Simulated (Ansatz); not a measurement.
**Hf2NO2 monolayer: relaxing the cell for a phonon run**

Aim: bring Hf2NO2 monolayer to small forces and stress, as phonons need.

Program: Ansatz 0.2.0. Level of theory: DFT PBEsol, scalar-relativistic, plane waves, PAW. Results are calculated unless marked as measured.

## 1. The structure

The cell holds 5 atoms: 1 N, 2 Hf and 2 O. Its edges and angles: a = 3.260 Å, b = 3.260 Å, c = 20.000 Å, α = 90.0°, β = 90.0°, γ = 120.0°. Vacuum lies along c.

Structure file:

```
N Hf O
1.0
     3.26000    0.00000    0.00000
    -1.63000    2.82324    0.00000
     0.00000    0.00000   20.00000
N Hf O
1 2 2
Direct
  0.00000 0.00000 0.50000
  0.33333 0.66667 0.56000
  0.66667 0.33333 0.44000
  0.66667 0.33333 0.61000
  0.33333 0.66667 0.39000
```

## 2. Probe on a coarse mesh

First a cheap look: the gap decides the mesh and the occupations, the pressure tells how far the cell has to move.

The program solves this slab on a cell height of its own, 32.6 Å, in place of the one typed.

File input.yaml:

```yaml
crystal:
  lattice:
    - [3.26, 0.0, 0.0]
    - [-1.63, 2.82324, 0.0]
    - [0.0, 0.0, 20.0]
  atoms:
    - { symbol: "N", position: [0.0, 0.0, 0.5] }
    - { symbol: Hf, position: [0.333333, 0.666667, 0.56] }
    - { symbol: Hf, position: [0.666667, 0.333333, 0.44] }
    - { symbol: O, position: [0.666667, 0.333333, 0.61] }
    - { symbol: O, position: [0.333333, 0.666667, 0.39] }
  periodic: [true, true, false]
kpoints:
  mp_grid: { grid: [6, 6, 1] }
hamiltonian:
  xc: pbesol
scf:
  occupations: { method: gaussian, width: 0.1 }
output:
  forces: true
  stress: true
  eigenvalues: true
```

Command:

```console
$ ansatz run input.yaml --threads 8 --pin off --max-ram 14336MiB --backend cpu --events-out ev --progress --plain --runs-dir out
```

Numbers of over 12 decimals in the logs are rounded to 6 here.

Log:

```text
[...]
k-point 1: bands = [... 31 lower, -9.4206, -8.8507, -8.1492, -5.2191, -4.0848, -3.8457, -2.0471, -1.7298, ... 3 higher]
  k-point 2: bands = [... 31 lower, -9.1630, -9.1526, -8.6463, -5.7697, -2.9143, -2.7256, -2.0811, -1.1035, ... 3 higher]
  k-point 6: bands = [... 31 lower, -9.6963, -9.1272, -9.1272, -3.8094, -3.8094, -3.7718, -1.3515, -0.9019, ... 3 higher]
  ° read free of the cell's end (the report's vacuum.weakly_bound_levels)
[key lines of the parts left out:]
SCF converged after 9 iterations
Free energy (F): -32703.830828 eV
Fermi energy:    -5.171427 eV
P = ½ c Tr σ = -4.4530 N/m
```

It took 1.2 s on 8 threads of Arm Neoverse V2, shared host; peak memory 0.77 GiB.

This run has no spin polarisation although its electron count is odd.

Numbers from this step:

```
gap on the k-mesh : 0 eV
area per atom     : 1.841 Å²
```

The coarse mesh shows no gap.

## 3. Rough relaxation

A rough relaxation comes first, because large forces or stress need no tight tolerances yet.

The program solves this slab on a cell height of its own, 32.6 Å, in place of the one typed.

Edit input.yaml of step 2 so:

```diff
@@ -13,3 +13,3 @@
 kpoints:
-  mp_grid: { grid: [6, 6, 1] }
+  mp_grid: { grid: [9, 9, 1] }
 hamiltonian:
@@ -22 +22,6 @@
   eigenvalues: true
+relax:
+  adjacent_minimum: "off"
+  f_tol: 0.05
+  max_steps: 80
+  cell: { stress_2d_tol: 0.02 }
```

Log:

```text
[...]
Crystal: 5 atoms, lattice volume = 300.043 Å³
Basis set: ecut = 420 eV, 5977 PW (Γ), exchange–correlation on 48×48×450 points (8 copies of the dense FFT grid, shifted against one another)
Bands: 42, of which v1, the nominal top of the filled ones, is band 35 counted from 1 (34 counted from 0)
Symmetry: 12 space group operations
[...]
cell:  # Å, volume = 287.7866 Å³
    - [3.192722, 0.0, 0]
    - [-1.596361, 2.764979, 0]
    - [0, 0, 32.6]
  atoms:
    - { symbol: N, position: [0, 0, 0.306748] }
    - { symbol: Hf, position: [0.333333, 0.666667, 0.347397] }
    - { symbol: Hf, position: [0.666667, 0.333333, 0.266100] }
    - { symbol: O, position: [0.666667, 0.333333, 0.377611] }
    - { symbol: O, position: [0.333333, 0.666667, 0.235886] }
[key lines of the parts left out:]
SCF converged after 6 iterations
Free energy (F): -32704.283865 eV
Fermi energy:    -4.748908 eV
P = ½ c Tr σ = -0.0022 N/m
```

Wall time 15 s (8 threads); peak memory 0.97 GiB.

Relaxation path:

```tsv
step	energy less that of the first step (eV)	largest force component (eV/Å)	volume (Å³)
1	0.0000	3.2066	300.04
2	-0.2750	1.8080	291.72
3	-0.3940	0.3609	287.97
4	-0.4019	0.0967	290.03
5	-0.4064	0.0099	288.02
6	-0.4063	0.0001	288.11
7*	-0.3981	0.0022	288.11
8	-0.3985	0.0006	287.79
9*	-0.3982	0.0005	287.79
```

Relaxation steps marked * repeat the geometry before them on a plane-wave basis chosen anew for their cell, so energy and pressure can jump there.

The run keeps the 12 symmetry operations that it works with, so distortions that break them were not tested.

```tsv
cell as run	before	after	change
a (Å)	3.260	3.193	-2.1 %
b (Å)	3.260	3.193	-2.1 %
```

The atoms that moved most (Å, along periodic axes as changes of fractional coordinates times the final cell, across vacuum about the mean position):

```tsv
atom	dx	dy	dz	length
Hf2	0.000	0.000	0.125	0.125
Hf3	0.000	0.000	-0.125	0.125
O5	0.000	0.000	-0.110	0.110
O4	0.000	0.000	0.110	0.110
```

The relaxed structure:

```
N Hf O
1.0
     3.19272    0.00000    0.00000
    -1.59636    2.76498    0.00000
     0.00000    0.00000   32.60000
N Hf O
1 2 2
Direct
  0.00000 0.00000 0.30675
  0.33333 0.66667 0.34740
  0.66667 0.33333 0.26610
  0.66667 0.33333 0.37761
  0.33333 0.66667 0.23589
```

Numbers from this step:

```
area per atom : 1.766 Å²
```

The relaxation ends with a largest force component of 5.1e-4 eV/Å.

## 4. Bringing the structure to rest

Harmonic phonons are second derivatives at a point where the forces vanish, and they are wanted at zero stress, so atoms and cell are relaxed first.

File input.yaml:

```yaml
crystal:
  lattice:
    - [3.1927222049, 0.0, 0.0]
    - [-1.5963611024, 2.7649785367, 0.0]
    - [0.0, 0.0, 32.6]
  atoms:
    - { symbol: "N", position: [0.0, 0.0, 0.3067484663] }
    - { symbol: Hf, position: [0.3333333333, 0.6666666667, 0.3473967753] }
    - { symbol: Hf, position: [0.6666666667, 0.3333333333, 0.2661001572] }
    - { symbol: O, position: [0.6666666667, 0.3333333333, 0.3776113985] }
    - { symbol: O, position: [0.3333333333, 0.6666666667, 0.235885534] }
  periodic: [true, true, false]
kpoints:
  mp_grid: { grid: [12, 12, 1] }
hamiltonian:
  xc: pbesol
scf:
  occupations: { method: gaussian, width: 0.1 }
output:
  forces: true
  stress: true
  eigenvalues: true
  write_density: true
  write_potential: true
  elf: true
  volumetric_format: npy
relax:
  adjacent_minimum: "off"
  f_tol: 0.005
  max_steps: 80
  cell: { stress_2d_tol: 0.02 }
```

Log:

```text
[...]
Crystal: 5 atoms, lattice volume = 287.787 Å³
Basis set: ecut = 420 eV, 5713 PW (Γ), exchange–correlation on 48×48×450 points (8 copies of the dense FFT grid, shifted against one another)
Bands: 42, of which v1, the nominal top of the filled ones, is band 35 counted from 1 (34 counted from 0)
Symmetry: 12 space group operations
[...]
k-points: 19 of 144
[...]
SCF iter   1: F=—  HF=-32704.304014 eV  |F-HF|=—  |Δ(HF+E_count)|=         —  Δρ=7.46e-3  dr2=1.79e-1  ethr=1.77e-3  ⟨swp⟩=12.3  Hψ=5340  notcnv=0
[...]
SCF iter  10: F=-32704.269644 eV  HF=-32704.269644 eV  |F-HF|=5.20e-10  |Δ(HF+E_count)|=   2.61e-9  Δρ=1.32e-7  dr2=3.32e-11  ethr=1.00e-12  ⟨swp⟩=11.1  Hψ=6943  notcnv=0
SCF 1 converged in 10 iterations: F = -32704.269644 eV  dr2 = 3.32e-11
[...]
relax step   1: F+E_penalty+E_count = -32704.26964419 eV  Δ(F+E_penalty+E_count) = +0.000e0 eV  max|allowed force component| = 2.965e-2 eV/Å  Δτ_max = 0.0000 Å  P = +0.096 N/m  Ω = 287.787 Å³  fix = [c, alpha, beta]  reactions: c +0.000 N/m  (10 SCF iters, dr2 threshold 1.00e-7 eV, accepted)
Crystal: 5 atoms, lattice volume = 288.375 Å³
Basis set: ecut = 420 eV, 5737 PW (Γ), exchange–correlation on 48×48×450 points (8 copies of the dense FFT grid, shifted against one another)
[...]
SCF iter   6: F=-32704.269152 eV  HF=-32704.269152 eV  |F-HF|=4.48e-8  |Δ(HF+E_count)|=   7.42e-8  Δρ=1.49e-6  dr2=4.29e-9  ethr=7.96e-11  ⟨swp⟩=21.5  Hψ=10303  notcnv=0
SCF 2 converged in 6 iterations: F = -32704.269152 eV  dr2 = 4.29e-9
relax step   2: F+E_penalty+E_count = -32704.26915177 eV  Δ(F+E_penalty+E_count) = +4.924e-4 eV  max|allowed force component| = 1.361e-2 eV/Å  Δτ_max = 0.0062 Å  P = -0.089 N/m  Ω = 288.375 Å³  energy of the carried Pulay correction = -5.221e-4 eV  fix = [c, alpha, beta]  reactions: c -0.000 N/m  (6 SCF iters, dr2 threshold 5.49e-8 eV, accepted)
Crystal: 5 atoms, lattice volume = 288.215 Å³
[...]
SCF iter   6: F=-32704.269282 eV  HF=-32704.269282 eV  |F-HF|=6.67e-9  |Δ(HF+E_count)|=   1.14e-7  Δρ=7.77e-7  dr2=2.12e-9  ethr=1.68e-11  ⟨swp⟩=21.3  Hψ=9842  notcnv=0
SCF 3 converged in 6 iterations: F = -32704.269282 eV  dr2 = 2.12e-9
relax step   3: F+E_penalty+E_count = -32704.26928198 eV  Δ(F+E_penalty+E_count) = -1.302e-4 eV  max|allowed force component| = 4.575e-2 eV/Å  Δτ_max = 0.0043 Å  P = -0.107 N/m  Ω = 288.215 Å³  energy of the carried Pulay correction = -3.801e-4 eV  fix = [c, alpha, beta]  (6 SCF iters, dr2 threshold 1.16e-8 eV, rejected (line search))
[...]
relax step   4: F+E_penalty+E_count = -32704.26936329 eV  Δ(F+E_penalty+E_count) = -2.115e-4 eV  max|allowed force component| = 4.144e-3 eV/Å  Δτ_max = 0.0021 Å  P = -0.050 N/m  Ω = 288.219 Å³  energy of the carried Pulay correction = -3.840e-4 eV  fix = [c, alpha, beta]  reactions: c -0.000 N/m  (9 SCF iters, accepted)
[...]
relax step   5: F+E_penalty+E_count = -32704.26947619 eV  Δ(F+E_penalty+E_count) = -1.129e-4 eV  max|allowed force component| = 5.658e-4 eV/Å  Δτ_max = 0.0009 Å  P = +0.002 N/m  Ω = 288.103 Å³  energy of the carried Pulay correction = -2.812e-4 eV  fix = [c, alpha, beta]  reactions: c +0.000 N/m  (5 SCF iters, dr2 threshold 2.89e-9 eV, accepted)
[...]
SCF iter   7: F=-32704.269844 eV  HF=-32704.269844 eV  |F-HF|=1.09e-9  |Δ(HF+E_count)|=   2.89e-8  Δρ=2.98e-8  dr2=1.82e-12  ethr=1.00e-12  ⟨swp⟩=16.7  Hψ=7179  notcnv=0
SCF 6 converged in 7 iterations: F = -32704.269844 eV  dr2 = 1.82e-12
relax step   6: F+E_penalty+E_count = -32704.26984402 eV  Δ(F+E_penalty+E_count) = -3.678e-4 eV  max|allowed force component| = 6.091e-4 eV/Å  Δτ_max = 0.0000 Å  P = +0.008 N/m  Ω = 288.103 Å³  fix = [c, alpha, beta]  reactions: c +0.000 N/m  stress off target by 7.50e-3 N/m on what of the cell is left free  SCF on the basis re-selected at this cell (its energy is not comparable with the rows above)  (7 SCF iters)
basis re-selected at this cell: Δ(F+E_penalty+E_count) = -3.678e-4 eV, ΔP = +0.006 N/m vs the last step (what re-selecting the basis moved, of the pressure what is left beyond the Pulay correction that the steps carried, after the strain that the cell walked since its last selection, with what the two solves' SCF thresholds leave and, on support functions, any second-order correction that the steps lacked; it is no m [...]
WARN: The output density's exchange-correlation potential varies sharply where the density is thin. Do not read a vacuum level from v_tot or v_xc, or from such a field of the output density. On a cell that repeats whose density bears no net charge and no dipole along the vacuum's axis use v_es (v_loc + v_h of the components); under efield.dipole_correction with no amplitude use v_es + v_field, which holds any externa [...]
SCF converged after 7 iterations
Free energy (F): -32704.269844 eV
[...]
Internal energy: -32704.255508 eV  (E = F + TS)
E sigma→0 (E₀):  -32704.262676 eV
Entropy (-TS):   -0.014336 eV (-2.867 meV/atom)
Fermi energy:    -4.615017 eV
[...]
--- Forces (eV/Å), atoms counted from 1 ---
  atom   1  N      0.00000000     0.00000000     0.00000000
  atom   2  Hf    -0.00000000     0.00000000    -0.00053144
  atom   3  Hf     0.00000000    -0.00000000     0.00053144
  atom   4  O      0.00000000    -0.00000000     0.00060912
  atom   5  O      0.00000000     0.00000000    -0.00060912
  max |Σ_I F_I| component: 1.85e-17 eV/Å
--- 2D stress c σ (N/m, compression-positive) ---
        0.007504       0.000000       0.000000
        0.000000       0.007504      -0.000000
        0.000000      -0.000000       0.000000
  P = ½ c Tr σ = 0.0075 N/m
--- Band table (eV; the first three rows and the last of 19) ---
  k-point 0: bands = [... 31 lower, -8.4269, -7.9436, -7.9436, -3.9838, -3.9838, -3.8442, -2.1416, -2.0469, ... 3 higher]
  k-point 1: bands = [... 31 lower, -8.4260, -8.2397, -8.1148, -4.1529, -3.7416, -3.6877, -2.1282, -1.9870, ... 3 higher]
  k-point 2: bands = [... 31 lower, -9.3124, -8.4703, -8.0937, -4.6006, -3.3158, -3.1924, -1.9029, -1.7265, ... 3 higher]
  k-point 18: bands = [... 31 lower, -9.7487, -9.1026, -9.1026, -3.4952, -2.9033, -2.9033, -1.6219, -0.9946, ... 3 higher]
  ° read free of the cell's end (the report's vacuum.weakly_bound_levels)
--- Relaxed structure (5 steps of the walk, 4 accepted, 1 SCFs on fresh bases) ---
[...]
cell:  # Å, volume = 288.1031 Å³
    - [3.194478, -2.8883500839260935e-11, 0]
    - [-1.597239, 2.766499, 0]
    - [0, 0, 32.6]
  atoms:
    - { symbol: N, position: [0, 0, 0.30674846626] }
    - { symbol: Hf, position: [0.333333, 0.666667, 0.347391] }
    - { symbol: Hf, position: [0.666667, 0.333333, 0.266106] }
    - { symbol: O, position: [0.666667, 0.333333, 0.377515] }
    - { symbol: O, position: [0.333333, 0.666667, 0.235982] }
```

Wall time 15 s (8 threads); peak memory 1.1 GiB.

Little changed from the start: no atom moved by 0.005 Å and no cell edge by 0.1 %.

Numbers from this step:

```
area per atom : 1.768 Å²
```

ELF in the ac plane at fractional y = 0.333, with atoms of Hf and O within 0.2 Å of it. It is the smooth field of the valence electrons, not physical close to the nuclei.

Ten even steps from '_' (0.00) to '@' (0.81), each cell a mean:
```
________________________________
________________________________
________________________________
________________________________
________________________________
________________________________
________________________________
________________________________
________________________________
________________________________
________________________________
________________________________
________________________________
______________......::::......__
==..____..--**%%@@@@%%##%%@@%%##
..::::--::::::--++********++==::
==++****++==--::::::::::::::::--
..::----::..::**%%@@@@@@@@@@##--
==****##**==--....::::::::....::
________________________________
________________________________
________________________________
________________________________
________________________________
```
Columns run along a (3.2 Å), rows up along c (32.6 Å). Atoms in or near the plane, at fractional coordinates: Hf at (0.67, 0.27), O at (0.67, 0.38).

Electrostatic potential energy in the ac plane at fractional y = 0.333, with atoms of Hf and O within 0.2 Å of it. With pseudopotentials it is smooth inside the atoms' cores, unlike the true potential.

Values in eV, 24 rows by 16 columns, each cell a mean:
```
  0   0   0   0   0   0   0   0   0   0   0   0   0   0   0   0
  0   0   0   0   0   0   0   0   0   0   0   0   0   0   0   0
  0   0   0   0   0   0   0   0   0   0   0   0   0   0   0   0
  0   0   0   0   0   0   0   0   0   0   0   0   0   0   0   0
  0   0   0   0   0   0   0   0   0   0   0   0   0   0   0   0
  0   0   0   0   0   0   0   0   0   0   0   0   0   0   0   0
  0   0   0   0   0   0   0   0   0   0   0   0   0   0   0   0
  0   0   0   0   0   0   0   0   0   0   0   0   0   0   0   0
  0   0   0   0   0   0   0   0   0   0   0   0   0   0   0   0
  0   0   0   0   0   0   0   0   0   0   0   0   0   0   0   0
  0   0   0   0   0   0   0   0   0   0   0   0   0   0   0   0
  0   0   0   0   0   0   0   0   0   0   0   0   0   0   0   0
  0   0   0   0   0   0   0   0   0   0   0   0   0   0   0   0
  0   0   0   0   0   0   0   0   0   0   0   0   0   0   0   0
 -3  -3  -4  -4  -4  -3  -3  -6 -15 -19 -21 -21 -20 -17  -8  -3
-14 -18 -20 -21 -19 -16 -12 -10 -12 -15 -16 -16 -15 -13 -10 -11
 -8  -8  -9  -9  -8  -8  -8  -9 -10 -11 -12 -12 -12 -10  -9  -8
-14  -9  -7  -7  -8 -12 -20 -30 -33 -34 -34 -34 -34 -33 -32 -24
 -4  -3  -3  -3  -3  -4  -5  -7 -10 -12 -13 -14 -13 -11  -8  -6
  0   0   0   0   0   0   0   0   0   0  -1  -1  -1   0   0   0
  0   0   0   0   0   0   0   0   0   0   0   0   0   0   0   0
  0   0   0   0   0   0   0   0   0   0   0   0   0   0   0   0
  0   0   0   0   0   0   0   0   0   0   0   0   0   0   0   0
  0   0   0   0   0   0   0   0   0   0   0   0   0   0   0   0
```
Columns run along a (3.2 Å; values clipped at the 3rd and 97th percentile), rows up along c (32.6 Å). Atoms in or near the plane, at fractional coordinates: Hf at (0.67, 0.27), O at (0.67, 0.38).

Valence density in the ac plane at fractional y = 0.333, with atoms of Hf and O within 0.2 Å of it. It is the smooth field of the valence electrons, not physical close to the nuclei.

Values in e/Å³, 24 rows by 16 columns, each cell a mean:
```
 0  0  0  0  0  0  0  0  0  0  0  0  0  0  0  0
 0  0  0  0  0  0  0  0  0  0  0  0  0  0  0  0
 0  0  0  0  0  0  0  0  0  0  0  0  0  0  0  0
 0  0  0  0  0  0  0  0  0  0  0  0  0  0  0  0
 0  0  0  0  0  0  0  0  0  0  0  0  0  0  0  0
 0  0  0  0  0  0  0  0  0  0  0  0  0  0  0  0
 0  0  0  0  0  0  0  0  0  0  0  0  0  0  0  0
 0  0  0  0  0  0  0  0  0  0  0  0  0  0  0  0
 0  0  0  0  0  0  0  0  0  0  0  0  0  0  0  0
 0  0  0  0  0  0  0  0  0  0  0  0  0  0  0  0
 0  0  0  0  0  0  0  0  0  0  0  0  0  0  0  0
 0  0  0  0  0  0  0  0  0  0  0  0  0  0  0  0
 0  0  0  0  0  0  0  0  0  0  0  0  0  0  0  0
 0  0  0  0  0  0  0  0  0  0  0  0  0  0  0  0
 0  0  0  0  0  0  0  1  1  2  3  3  3  2  1  0
 0  1  1  1  1  1  0  0  1  1  2  2  1  1  1  0
 0  0  0  1  0  0  0  0  0  0  1  1  0  0  0  0
 0  0  0  0  0  0  1  2  6 13 19 20 15  8  3  1
 0  0  0  0  0  0  0  0  0  1  1  1  1  0  0  0
 0  0  0  0  0  0  0  0  0  0  0  0  0  0  0  0
 0  0  0  0  0  0  0  0  0  0  0  0  0  0  0  0
 0  0  0  0  0  0  0  0  0  0  0  0  0  0  0  0
 0  0  0  0  0  0  0  0  0  0  0  0  0  0  0  0
 0  0  0  0  0  0  0  0  0  0  0  0  0  0  0  0
```
Columns run along a (3.2 Å), rows up along c (32.6 Å). Atoms in or near the plane, at fractional coordinates: Hf at (0.67, 0.27), O at (0.67, 0.38).

(Part 1 of 2 ends here.)

[Logs are printed without paths, hosts, clocks, repeated set-up lines and the standing remarks that a program may print on its own settings, such as how far it seeks lower states.]

[Hosts, paths, dates, database ids (printed as entryN), source tags and the programs' standing remarks are cut or masked in the printed files.]
